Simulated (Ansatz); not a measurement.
# How well the gap of ZnSeO3 (Pnma) can be computed, part 2 of 2

The study climbs from cheap functionals to G0W0 on ZnSeO3 (Pnma) and then asks what each convergence step is worth.

Ansatz 0.2.0; density functionals, hybrids, G0W0, plane waves, PAW. Known limits of the many-body steps: not at the basis limit; d shell near the gap, gap tends to lie low; no spin-orbit coupling; coarse k mesh.

So far. Step 5 (HSE06+SOC): The gap is that of HSE06. Step 6 (G0W0, 4×2×4 mesh, 718 empty bands, screening to 120 eV …): The gap on the mesh goes from 4.17 eV to 5.59 eV, a correction of +1.42 eV. Between the two edge states, bare exchange in place of the xc potential would open the gap by 8.55 eV, and correlation takes back 7.13 eV.

## (7) G0W0, 4×2×4 mesh, 1546 empty bands, screening to 200 eV, hard PAW files

Level of this step: G0W0 on r2SCAN, plane waves, PAW (Ansatz).

Bands and screening cutoff are moved together, since each hides the error of the other.

Contents of input.yaml:

```yaml
crystal:
  lattice:
    - [6.004009, 0.0, 0.0]
    - [0.0, 7.810489, 0.0]
    - [0.0, 0.0, 5.135797]
  atoms:
    - { symbol: Zn, position: [0.0, 0.5, 0.5] }
    - { symbol: Zn, position: [0.5, 0.5, 0.0] }
    - { symbol: Zn, position: [0.5, 0.0, 0.0] }
    - { symbol: Zn, position: [0.0, 0.0, 0.5] }
    - { symbol: Se, position: [0.9617710496, 0.75, 0.0127346654] }
    - { symbol: Se, position: [0.5382289504, 0.25, 0.5127346654] }
    - { symbol: Se, position: [0.4617710496, 0.75, 0.4872653346] }
    - { symbol: Se, position: [0.0382289504, 0.25, 0.9872653346] }
    - { symbol: O, position: [0.1956463275, 0.4206104718, 0.875477039] }
    - { symbol: O, position: [0.3043536725, 0.5793895282, 0.375477039] }
    - { symbol: O, position: [0.6956463275, 0.0793895282, 0.624522961] }
    - { symbol: O, position: [0.8043536725, 0.9206104718, 0.124522961] }
    - { symbol: O, position: [0.8043536725, 0.5793895282, 0.124522961] }
    - { symbol: O, position: [0.6956463275, 0.4206104718, 0.624522961] }
    - { symbol: O, position: [0.3043536725, 0.9206104718, 0.375477039] }
    - { symbol: O, position: [0.1956463275, 0.0793895282, 0.875477039] }
    - { symbol: O, position: [0.0773988991, 0.25, 0.3192540354] }
    - { symbol: O, position: [0.4226011009, 0.75, 0.8192540354] }
    - { symbol: O, position: [0.5773988991, 0.25, 0.1807459646] }
    - { symbol: O, position: [0.9226011009, 0.75, 0.6807459646] }
kpoints:
  mp_grid: { grid: [4, 2, 4] }
hamiltonian:
  xc: r2scan
  pseudopotentials: { kind: paw, source: ansatz }
scf:
  occupations: { method: fixed }
gw:
  n_empty_bands: 1546
  ecut_chi: 200.0
  qp_bands: [v4, c4]
  qp_kpoints: band_edges
  screening: { model: contour_deformation }
```

Started as:

```
> ansatz run input.yaml --threads 16 --pin off --max-ram 82944MiB --backend cuda --events-out ev --progress --plain --runs-dir out --devices 1 --max-vram 78GiB
```

Numbers of over 12 decimals in the logs are rounded to 6 here.

Output:

```text
GPUs: using 1 of 1 available (devices: 1).
[...]
Crystal: 20 atoms, lattice volume = 240.839 Å³
Basis set: ecut = 1050 eV, 18633 PW (Γ), exchange–correlation on 320×432×288 points (64 copies of the dense FFT grid, shifted against one another)
Bands: 130, of which v1, the nominal top of the filled ones, is band 108 counted from 1 (107 counted from 0)
Symmetry: 8 space group operations
[...]
k-points: 18 of 32
[...]
SCF iter   1: F=—  HF=-58706.090532 eV  |F-HF|=—  |Δ(HF+E_count)|=         —  Δρ=1.76e-1  dr2=5.70e1  dr2_τ=3.47e0  ethr=3.10e-3  ⟨swp⟩=4.6  Hψ=7292  notcnv=0  defer=346
[...]
SCF iter   6: F=—  HF=-58686.018945 eV  |F-HF|=—  |Δ(HF+E_count)|=   3.11e-3  Δρ=9.12e-4  dr2=1.24e-3  dr2_τ=1.90e-4  ethr=5.86e-6  ⟨swp⟩=2.1  Hψ=3428  notcnv=0  defer=354
[...]
SCF iter   8: F=—  HF=-58686.018907 eV  |F-HF|=—  |Δ(HF+E_count)|=   1.04e-5  Δρ=1.36e-4  dr2=3.46e-5  dr2_τ=2.05e-5  ethr=4.62e-8  ⟨swp⟩=2.0  Hψ=3374  notcnv=0  defer=274
SCF iter   9: F=—  HF=-58686.018900 eV  |F-HF|=—  |Δ(HF+E_count)|=   6.44e-6  Δρ=2.43e-5  dr2=8.75e-7  dr2_τ=1.72e-7  ethr=1.60e-8  ⟨swp⟩=2.0  Hψ=3280  notcnv=0  defer=274
[...]
SCF 1 converged in 10 iterations: F = -58686.018901 eV  dr2 = 5.41e-8
[...]
SCF converged after 10 iterations
[...]
10   112     13.3314   -11.8970    -4.1740   -16.9380  0.8096    14.2053    14.1984  root
    11   105      7.7370   -26.2987     3.3951   -22.0559  0.7773     6.8811     6.8893  root
    11   106      7.7370   -26.2987     3.3951   -22.0559  0.7773     6.8811     6.8893  root
    11   107      7.7847   -27.1555     3.8416   -22.5185  0.7702     6.9817     6.9893  root
    11   108      7.7847   -27.1555     3.8416   -22.5185  0.7702     6.9817     6.9893  root
    11   109     12.4998   -10.9894    -4.0569   -15.8018  0.8199    13.2599    13.2553  root
    11   110     12.4998   -10.9894    -4.0569   -15.8018  0.8199    13.2599    13.2553  root
    11   111     13.0752   -12.2477    -3.9461   -17.0518  0.8092    13.9397    13.9333  root
    11   112     13.0752   -12.2477    -3.9461   -17.0518  0.8092    13.9397    13.9333  root
    12   105      7.4743   -25.7380     3.3869   -21.5169  0.7746     6.6316     6.6400  root
    12   106      7.4743   -25.7380     3.3869   -21.5169  0.7746     6.6316     6.6400  root
    12   107      7.5778   -25.2307     3.2827   -21.1083  0.7767     6.7298     6.7381  root
    12   108      7.5778   -25.2307     3.2827   -21.1083  0.7767     6.7298     6.7381  root
    12   109     12.5257   -11.5390    -4.0286   -16.3242  0.8207    13.2867    13.2823  root
    12   110     12.5257   -11.5390    -4.0286   -16.3242  0.8207    13.2867    13.2823  root
    12   111     13.6077   -10.8945    -4.5039   -16.2690  0.8112    14.4860    14.4783  root
    12   112     13.6077   -10.8945    -4.5039   -16.2690  0.8112    14.4860    14.4783  root
    13   105      7.4668   -24.6370     3.2693   -20.5431  0.7744     6.6339     6.6422  root
    13   106      7.4668   -24.6370     3.2693   -20.5431  0.7744     6.6339     6.6422  root
    13   107      7.7666   -26.6081     3.5780   -22.2000  0.7744     6.9285     6.9365  root
    13   108      7.7666   -26.6081     3.5780   -22.2000  0.7744     6.9285     6.9365  root
    13   109     12.6595   -12.1066    -3.9278   -16.8298  0.8159    13.4599    13.4549  root
    13   110     12.6595   -12.1066    -3.9278   -16.8298  0.8159    13.4599    13.4549  root
    13   111     13.6249   -11.4031    -4.4366   -16.7235  0.8087    14.5166    14.5087  root
[...]
17   105      7.8386   -26.7962     3.6241   -22.3636  0.7736     7.0225     7.0301  root
    17   106      7.8386   -26.7962     3.6241   -22.3636  0.7736     7.0225     7.0301  root
    17   107      7.8386   -26.7962     3.6241   -22.3636  0.7736     7.0225     7.0301  root
    17   108      7.8386   -26.7962     3.6241   -22.3636  0.7736     7.0225     7.0301  root
    17   109     13.0380   -11.7900    -3.9685   -16.5822  0.8124    13.8676    13.8617  root
    17   110     13.0380   -11.7900    -3.9685   -16.5822  0.8124    13.8676    13.8617  root
    17   111     13.0380   -11.7900    -3.9685   -16.5822  0.8124    13.8676    13.8617  root
    17   112     13.0380   -11.7900    -3.9685   -16.5822  0.8124    13.8676    13.8617  root
```

Run time: 6.8 min. Hardware: 1 × NVIDIA GB200 (shared by 2 runs) with 16 threads of Arm Neoverse V2, shared host; peak memory 21 GiB.

This step gave:

```
bands summed                                 : 1654
RPA ε∞ on this mesh (eigenvalues)            : 3.512, 3.856, 4.009
plane waves in the screening matrix          : 1541
q-points in the mesh                         : 32
G0W0 gap on the mesh                         : 5.692 eV
k of the valence top                         : 0, -0.5, 0
k of the conduction bottom                   : 0.25, 0, 0
starting gap on the mesh                     : 4.173 eV
Z at the valence top                         : 0.7823
Z at the conduction bottom                   : 0.8263
least direct G0W0 gap on the computed points : 5.967 eV
```

Against the run with 4×2×4 mesh, 718 empty bands, screening to 120 eV, hard PAW files, the gap moves by +0.10 eV.

Limits: finite bands, cutoff and mesh; d shell near the gap, gap tends to lie low; no spin-orbit coupling; coarse k mesh. v1 is the top filled band, c1 the lowest empty one. The levels before and after the correction (eV, zero at the valence-band top of each column):

```
           conduction bottom  valence top
Kohn-Sham               4.17         0.00
     G0W0               5.69         0.00
```

```
                      level  occupation  energy (eV)
Kohn-Sham     (0 -0.5 0) v3           2       -0.351
Kohn-Sham  (0 -0.5 0) v2-v1           2        0.000
Kohn-Sham  (0 -0.5 0) c1-c2           0        4.518
Kohn-Sham     (0 -0.5 0) c3           0        5.716
Kohn-Sham     (0.25 0 0) v3           2       -0.585
Kohn-Sham     (0.25 0 0) v2           2       -0.442
Kohn-Sham     (0.25 0 0) v1           2       -0.236
Kohn-Sham     (0.25 0 0) c1           0        4.173
Kohn-Sham     (0.25 0 0) c2           0        5.169
Kohn-Sham     (0.25 0 0) c3           0        5.327
     G0W0     (0 -0.5 0) v3           2       -0.334
     G0W0  (0 -0.5 0) v2-v1           2        0.000
     G0W0  (0 -0.5 0) c1-c2           0        6.118
     G0W0     (0 -0.5 0) c3           0        7.430
     G0W0     (0.25 0 0) v3           2       -0.518
     G0W0     (0.25 0 0) v2           2       -0.451
     G0W0     (0.25 0 0) v1           2       -0.275
     G0W0     (0.25 0 0) c1           0        5.692
     G0W0     (0.25 0 0) c2           0        6.836
     G0W0     (0.25 0 0) c3           0        7.038
```

How the two edges are built up, in eV (the quasiparticle level is the starting level plus Σx plus Σc less Vxc):

```
       run               edge  start      Σx     Σc     Vxc     Z     QP
 826 bands        valence top   8.04  -25.52   3.27  -21.71  0.78   7.49
 826 bands  conduction bottom  12.21  -10.95  -3.87  -15.68  0.83  13.07
1654 bands        valence top   8.04  -25.52   2.99  -21.71  0.78   7.21
1654 bands  conduction bottom  12.21  -10.95  -4.04  -15.68  0.83  12.90
```

## (8) G0W0@r2SCAN, 4×4×4 mesh, 718 empty bands, screening to 120 eV, hard PAW files

Only the mesh changes. It samples the long-range screening, which converges on its own terms. Bands and cutoff differ from the step before, so it is read against an earlier run that matches them.

Changes to input.yaml since step 7:

```diff
@@ -27,3 +27,3 @@
 kpoints:
-  mp_grid: { grid: [4, 2, 4] }
+  mp_grid: { grid: [4, 4, 4] }
 hamiltonian:
@@ -34,4 +34,4 @@
 gw:
-  n_empty_bands: 1546
-  ecut_chi: 200.0
+  n_empty_bands: 718
+  ecut_chi: 120.0
   qp_bands: [v4, c4]
```

Output:

```text
GPUs: using 1 of 1 available (devices: 1).
[...]
Crystal: 20 atoms, lattice volume = 240.839 Å³
Basis set: ecut = 1050 eV, 18633 PW (Γ), exchange–correlation on 320×432×288 points (64 copies of the dense FFT grid, shifted against one another)
Bands: 130, of which v1, the nominal top of the filled ones, is band 108 counted from 1 (107 counted from 0)
Symmetry: 8 space group operations
[...]
k-points: 27 of 64
[...]
20   110     12.8393   -12.7862    -3.5590   -17.3860  0.8116    13.8892    13.8801  root
    20   111     13.1363   -11.2658    -3.8364   -16.1272  0.8153    14.1707    14.1613  root
[...]
26   109     13.0379   -11.7937    -3.7687   -16.5822  0.8139    14.0671    14.0578  root
    26   110     13.0379   -11.7937    -3.7687   -16.5822  0.8139    14.0671    14.0578  root
    26   111     13.0379   -11.7937    -3.7687   -16.5822  0.8139    14.0671    14.0578  root
    26   112     13.0379   -11.7937    -3.7687   -16.5822  0.8139    14.0671    14.0578  root
[key lines of the parts left out:]
SCF converged after 10 iterations
```

Elapsed: 5.2 min, on 1 × NVIDIA GB200 (shared by 2 runs) with 16 threads; peak memory 16 GiB.

This step gave:

```yaml
bands_summed: 826
rpa_eps_infinity_on_this_mesh_eigenvalues: 3.525, 3.875, 4.020
plane_waves_in_the_screening_matrix: 727
g0w0_gap_on_the_mesh: 5.588 eV
k_of_the_valence_top: 0, -0.5, 0
k_of_the_conduction_bottom: 0.25, 0, 0
starting_gap_on_the_mesh: 4.173 eV
least_direct_g0w0_gap_on_the_computed_points: 5.875 eV
```

Against the run with 4×2×4 mesh, 718 empty bands, screening to 120 eV, hard PAW files, the gap moves by −0.001 eV.

## (9) The ladder

Times are wall times on 1 × NVIDIA GB200 (shared by 2 runs) with 16 threads of Arm Neoverse V2, shared host, good to a factor of about two. G0W0 rows are gaps on the mesh, lowered by the amount that the mesh misses the start's edges, a rough step that assumes the same correction there.

```
                                         level  gap (eV)  least direct gap (eV)     time
                                        r2SCAN      4.16                   4.38    3.1 s
                                    r2SCAN+SOC      4.15                   4.38      5 s
                                         HSE06      5.14                   5.37     28 s
                                     HSE06+SOC      5.13                   5.36    2 min
       G0W0@r2SCAN (718 empty bands, hard PAW)      5.59                      -  2.4 min
      G0W0@r2SCAN (1546 empty bands, hard PAW)      5.69                      -  6.8 min
G0W0@r2SCAN (718 empty bands, 4×4×4, hard PAW)      5.59                      -  5.2 min
```

## (10) Adding up the best estimate

```
                                                                   term      eV  running total (eV)
                                             G0W0 on the mesh, top rung   5.692               5.692
to the limit, by a line in one over the bands through the two top rungs  +0.103               5.795
                                      shift on 4×4×4 less that on 4×2×4  −0.001               5.794
                                         spin-orbit change, from r2SCAN  −0.004               5.790
```

## (11) Outcome

```yaml
r2scan_gap: 4.16 eV, indirect
hse06: 5.14 eV
g0w0_top_rung_on_the_mesh: 5.69 eV
best_estimate_g0w0_r2scan_with_spin_orbit_change: 5.79 eV
gw_settings_of_the_top_rung: 4×2×4 mesh, 1546 empty bands, screening to 200 eV, hard PAW files
known_limits: one-shot GW, static lattice; d shell near the gap, gap tends to lie low; coarse k mesh
```

**Reading.** The best estimate for G0W0@r2SCAN is 5.79 eV, indirect by r2SCAN+SOC, against 4.15 eV at the start (both with spin-orbit coupling). The limit rests on the two highest rungs, unchecked by another pair. Among the functionals HSE06 comes nearest: −0.66 eV from the estimate. All runs took 17 min, 85 % of it in G0W0. The 4×2×4 mesh is coarse for this cell (its supercell is 16 Å along the shortest edge). The RPA ε∞ on it, from the r2SCAN start, is 3.51, 3.86 and 4.01; such meshes misread the long-range screening, most where the gap is narrow. A d shell, filled or nearly so, lies near the gap. One-shot GW converges very slowly in bands there, not always from below, and on a semilocal start the gap tends to come out low; starts rich in exact exchange can overshoot instead.

[Paths, hosts, dates, memory and timing lines, banners, echoed tables and standing remarks are left out of the program output.]

[Logs are printed without paths, hosts, clocks, repeated set-up lines and the standing remarks that a program may print on its own settings, such as how far it seeks lower states.]

[Runs of the session that timed out or met a known fault of the program may be left out.]

[Cells called generated may have been cut or substituted from an entry of the Crystallography Open Database or the Materials Project.]

[Hosts, paths, dates, database ids (printed as entryN), source tags and the programs' standing remarks are cut or masked in the printed files.]
